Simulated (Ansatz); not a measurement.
# A thicker film of GaP (110) from two thinner ones

In a field along its normal an insulating film takes a dipole p. Written as a length, p/(ε₀AE), it should grow by 1 − 1/ε for each ångström added.

**Method.** Ansatz 0.2.0, plane waves with PAW datasets (its set soft_2), PBE; zincblende films relaxed at a bulk in-plane lattice constant near the measured one, then held in weak fields of both signs with a dipole correction (A is the cell's area, E the outer field).

| run | distance between the outer atoms (Å) | p/(ε₀AE) (Å) |
| --- | --- | --- |
| 5 units | 8.260 | 9.588 |
| 8 units | 14.147 | 14.925 |
| 12 units | 21.973 | ? |

**Question.** What value belongs in the row marked “?”, and how far can the other rows tell?

Two rows fix a line: slope = (14.925 − 9.588) / (14.147 − 8.260) = 0.9066, intercept 2.0994. That slope means ε = 1/(1 − 0.9066) = 10.71. At 21.973 it gives 0.9066 × 21.973 + 2.0994 = 22.020 Å, beyond the rows fitted. Rounding of the rows alone allows about ±0.003 Å there; two rows can't show whether the line holds.

The run itself gives 22.018 Å: a miss of −0.002 Å, or 0.0 % of the value. The length is met to within 1 %, though ε is more sensitive than the length: the two thickest films give ε = 10.68.

Caveats: This is the electronic response alone. A unit is one step of the cut along the normal (a plane, a pair of planes or a cell), and the layers relax along it, away from their bulk spacing where the functional's lattice constant differs from the one held.
